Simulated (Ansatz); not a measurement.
# G0W0 on several functionals: TiO2 (I4/m)

How much of the starting functional survives in the G0W0 gap of TiO2 (I4/m)?

Calculated with Ansatz 0.2.0; G0W0 on several functionals, plane waves, PAW.

This is a report of a sequence of runs, with most program output left out.

In doubt: masses and optical values from hybrid runs of this build are listed as unsure (steps 4, 5, 6), which bears on the screening that GW takes from such a start.

### Step 1. Set-up

Symmetry: I4/m, No. 87, tetragonal system. Conventional cell: a = 8.702 Å, b = 8.702 Å, c = 3.775 Å, α = 90.00°, β = 90.00°, γ = 90.00°. Ti has 6 O at 1.80 to 2.26 Å nearest. Nearest to O lie 4 Ti at 1.95 to 2.26 Å. Nearest to O lie 2 Ti at 1.80 to 1.81 Å. Farther neighbours and most contacts between anions are not listed.

The cell and positions are those that the Materials Project relaxed with its own functionals (PBE, PBE+U or r2SCAN), kept fixed. This is not the form that TiO2 usually takes at ambient conditions.

### Step 2. G0W0 on LDA

Now the one-shot GW correction: screening in the RPA, then the self-energy of the levels asked for. This step takes PAW set soft_1 files.

This step: G0W0 on LDA, plane waves, PAW; PAW set soft_1.

input.yaml reads:

```yaml
crystal:
  lattice:
    - [-4.3507577183, 4.3507577183, 1.8875555959]
    - [4.3507577183, -4.3507577183, 1.8875555959]
    - [4.3507577183, 4.3507577183, -1.8875555959]
  atoms:
    - { symbol: Ti, position: [0.2922817, 0.00285525, 0.29513695] }
    - { symbol: Ti, position: [0.00285525, 0.7077183, 0.71057354] }
    - { symbol: Ti, position: [0.99714475, 0.2922817, 0.28942646] }
    - { symbol: Ti, position: [0.7077183, 0.99714475, 0.70486305] }
    - { symbol: O, position: [0.49886382, 0.15078472, 0.64964854] }
    - { symbol: O, position: [0.16166201, 0.8403974, 0.00205942] }
    - { symbol: O, position: [0.15078471, 0.50113618, 0.65192089] }
    - { symbol: O, position: [0.15960259, 0.16166201, 0.32126461] }
    - { symbol: O, position: [0.8403974, 0.83833799, 0.67873539] }
    - { symbol: O, position: [0.84921528, 0.49886382, 0.34807911] }
    - { symbol: O, position: [0.83833799, 0.15960259, 0.99794058] }
    - { symbol: O, position: [0.50113618, 0.84921529, 0.35035146] }
kpoints:
  mp_grid: { grid: [4, 4, 4] }
hamiltonian:
  xc: lda
  pseudopotentials: { kind: paw, azcp: { folder: soft_1 }, xc_functional: pbe }
scf:
  occupations: { method: fixed }
gw:
  n_empty_bands: 324
  ecut_chi: 100
  qp_bands: [v4, c4]
  qp_kpoints: band_edges
  screening: { model: contour_deformation }
```

On the command line:

```console
ansatz run input.yaml --threads 2 --pin off --max-ram 92160MiB --backend cuda --events-out ev --progress --plain --runs-dir out --devices 1 --max-vram 13GiB
```

The job ended after 33 s (1 × NVIDIA H100 80GB HBM3 (shared by 6 runs) with 2 threads of AMD EPYC 7R13 (Zen 3), shared host; peak memory 1.6 GiB).

This step gave:

```yaml
bands_summed: 372
rpa_eps_infinity_on_this_mesh_eigenvalues: 6.166, 6.166, 6.270
plane_waves_in_the_screening_matrix: 331
q_points_in_the_mesh: 64
g0w0_gap_on_the_mesh: 3.220 eV
k_of_the_valence_top: -0.5, -0.5, -0.5
k_of_the_conduction_bottom: 0, 0, 0
starting_gap_on_the_mesh: 1.526 eV
z_at_the_valence_top: 0.7170
z_at_the_conduction_bottom: 0.7435
least_direct_g0w0_gap_on_the_computed_points: 4.001 eV
```

The gap on the mesh goes from 1.53 eV to 3.22 eV, a correction of +1.69 eV. Between the two edge states, bare exchange in place of the xc potential would open the gap by 12.44 eV, and correlation takes back 10.75 eV.

### Step 3. G0W0 on r2SCAN

The same correction from a different start measures what one shot leaves open.

This step: G0W0 on r2SCAN, plane waves, PAW; PAW set soft_1.

Changes to input.yaml since step 2:

```diff
@@ -21,4 +21,4 @@
 hamiltonian:
-  xc: lda
-  pseudopotentials: { kind: paw, azcp: { folder: soft_1 }, xc_functional: pbe }
+  xc: r2scan
+  pseudopotentials: { kind: paw, azcp: { folder: soft_1 } }
 scf:
```

Run time: 32 s. Hardware: 1 × NVIDIA H100 80GB HBM3 (shared by 6 runs) with 2 threads; peak memory 2 GiB; 49 s of CPU time.

Numbers from this step:

```
bands summed                                 : 372
RPA ε∞ on this mesh (eigenvalues)            : 5.334, 5.376, 5.376
plane waves in the screening matrix          : 331
q-points in the mesh                         : 64
G0W0 gap on the mesh                         : 3.137 eV
k of the valence top                         : -0.5, -0.5, -0.5
k of the conduction bottom                   : 0, 0, 0
starting gap on the mesh                     : 2.011 eV
Z at the valence top                         : 0.7303
Z at the conduction bottom                   : 0.7513
least direct G0W0 gap on the computed points : 3.933 eV
```

Against the run with 4×4×4 mesh, 324 empty bands, screening to 100 eV, PAW set soft_1 files on LDA, the gap moves by −0.08 eV, while the start moved by +0.49 eV.

### Step 4. G0W0 on HSE06

This step: G0W0 on HSE06, plane waves, PAW; PAW set soft_1.

Changes to input.yaml since step 3:

```diff
@@ -21,3 +21,3 @@
 hamiltonian:
-  xc: r2scan
+  xc: hse06
   pseudopotentials: { kind: paw, azcp: { folder: soft_1 } }
```

Elapsed: 91 s, on 1 × NVIDIA H100 80GB HBM3 (shared by 6 runs) with 2 threads; peak memory 2.5 GiB; 2 min of CPU time.

This step gave:

```
bands summed                                 : 372
RPA ε∞ on this mesh (eigenvalues)            : 4.277, 4.456, 4.456
plane waves in the screening matrix          : 331
G0W0 gap on the mesh                         : 3.436 eV
k of the valence top                         : -0.5, -0.5, -0.5
k of the conduction bottom                   : 0, 0, 0
starting gap on the mesh                     : 3.025 eV
least direct G0W0 gap on the computed points : 4.264 eV
```

Against the run with 4×4×4 mesh, 324 empty bands, screening to 100 eV, PAW set soft_1 files on r2SCAN, the gap moves by +0.30 eV, while the start moved by +1.01 eV.

### Step 5. G0W0 on PBE0

This step: G0W0 on PBE0, plane waves, PAW; PAW set soft_1.

Changes to input.yaml since step 4:

```diff
@@ -21,3 +21,3 @@
 hamiltonian:
-  xc: hse06
+  xc: pbe0
   pseudopotentials: { kind: paw, azcp: { folder: soft_1 } }
```

Elapsed: 88 s, on 1 × NVIDIA H100 80GB HBM3 (shared by 6 runs) with 2 threads; peak memory 2.5 GiB.

This step gave:

- bands summed: 372
- RPA ε∞ on this mesh (eigenvalues): 3.973, 4.157, 4.157
- plane waves in the screening matrix: 331
- G0W0 gap on the mesh: 3.697 eV
- k of the valence top: -0.5, -0.5, -0.5
- k of the conduction bottom: 0, 0, 0
- starting gap on the mesh: 3.767 eV
- least direct G0W0 gap on the computed points: 4.537 eV

Against the run with 4×4×4 mesh, 324 empty bands, screening to 100 eV, PAW set soft_1 files on HSE06, the gap moves by +0.26 eV, while the start moved by +0.74 eV.

### Step 6. G0W0 on Hartree-Fock

This step: G0W0 on Hartree-Fock, plane waves, PAW; PAW set soft_1.

Changes to input.yaml since step 5:

```diff
@@ -21,3 +21,3 @@
 hamiltonian:
-  xc: pbe0
+  xc: hf
   pseudopotentials: { kind: paw, azcp: { folder: soft_1 } }
```

It took 2.5 min on 1 × NVIDIA H100 80GB HBM3 (shared by 6 runs) with 2 threads; peak memory 2.5 GiB; 3.4 min of CPU time.

Numbers from this step:

* bands summed: 372
* RPA ε∞ on this mesh (eigenvalues): 2.183, 2.304, 2.304
* plane waves in the screening matrix: 331
* G0W0 gap on the mesh: 4.606 eV
* k of the valence top: -0.5, -0.5, -0.5
* k of the conduction bottom: 0, 0, 0
* starting gap on the mesh: 11.60 eV
* least direct G0W0 gap on the computed points: 5.545 eV

Against the run with 4×4×4 mesh, 324 empty bands, screening to 100 eV, PAW set soft_1 files on PBE0, the gap moves by +0.91 eV, while the start moved by +7.83 eV.

### Step 7. Side by side

All on the 4×4×4 mesh with 324 empty bands and screening to 100 eV. Times are wall times on 1 × NVIDIA H100 80GB HBM3 (shared by 6 runs) with 2 threads of AMD EPYC 7R13 (Zen 3), shared host, good to a factor of about two.

```
       start  starting gap (eV)  shift (eV)  G0W0 gap (eV)  RPA ε∞ (harmonic mean)  Z (valence, conduction)     time
         LDA               1.53       +1.69           3.22                    6.20               0.72, 0.74     33 s
      r2SCAN               2.01       +1.13           3.14                    5.36               0.73, 0.75     32 s
       HSE06               3.02       +0.41           3.44                    4.39               0.76, 0.78     91 s
        PBE0               3.77       −0.07           3.70                    4.09               0.78, 0.80     88 s
Hartree-Fock              11.60       −6.99           4.61                    2.26               0.88, 0.89  2.5 min
```

The parts of the quasiparticle energy at the two band edges (eV; QP = start + Σx + Σc − Vxc):

```
   run               edge  start      Σx     Σc     Vxc     Z    QP
   LDA        valence top   6.37  -25.82   4.51  -21.26  0.72  6.32
   LDA  conduction bottom   7.90  -12.62  -6.24  -20.51  0.74  9.54
r2SCAN        valence top   6.39  -25.97   4.49  -21.58  0.73  6.50
r2SCAN  conduction bottom   8.40  -12.54  -6.12  -19.88  0.75  9.63
 HSE06        valence top   5.81  -26.02   4.24  -22.20  0.76  6.23
 HSE06  conduction bottom   8.84  -12.02  -5.71  -18.56  0.78  9.66
  PBE0        valence top   5.42  -26.02   4.10  -22.59  0.78  6.10
  PBE0  conduction bottom   9.19  -12.00  -5.56  -18.17  0.80  9.79
```

For a hybrid start, Vxc holds its share of exact exchange.

### Step 8. Results

```yaml
g0w0_lda: 3.22 eV (start 1.53 eV)
g0w0_r2scan: 3.14 eV (start 2.01 eV)
g0w0_hse06: 3.44 eV (start 3.02 eV)
g0w0_pbe0: 3.70 eV (start 3.77 eV)
g0w0_hartree_fock: 4.61 eV (start 11.60 eV)
known_limits: not at the basis limit
```

**Reading.** The starting gaps span 10.07 eV and the G0W0 gaps 1.47 eV. Between LDA and Hartree-Fock, 1.39 eV of the 10.07 eV survives, 14 %. The order is not kept throughout: r2SCAN starts 0.49 eV above LDA and ends 0.08 eV below it, so orbitals matter beside the gap. Hartree-Fock screens less than LDA (ε∞ 2.26 against 6.20). Of the 1.39 eV by which its G0W0 gap is higher, the correlation part gives +3.74 eV, and exchange with the one-particle terms, which follow the orbitals, −2.35 eV. On PBE0 and Hartree-Fock the correction is negative: that start lies above its own G0W0 value. The smallest correction, −0.07 eV, is on PBE0, the start nearest to reproducing itself. Bands and cutoff are finite, so the gap is not at the basis limit. The miss can reach some tenths of an eV and take either sign; the mesh is an error of its own. The program warns that the mesh is coarse for exact exchange, which bears on the hybrid start's gap.

[Paths, hosts, dates, memory and timing lines, banners, echoed tables and standing remarks are left out of the program output.]

[Logs are printed without paths, hosts, clocks, repeated set-up lines and the standing remarks that a program may print on its own settings, such as how far it seeks lower states.]

[Runs of the session that timed out or met a known fault of the program may be left out.]

[Cells called generated may have been cut or substituted from an entry of the Crystallography Open Database or the Materials Project.]

[Hosts, paths, dates, database ids (printed as entryN), source tags and the programs' standing remarks are cut or masked in the printed files.]
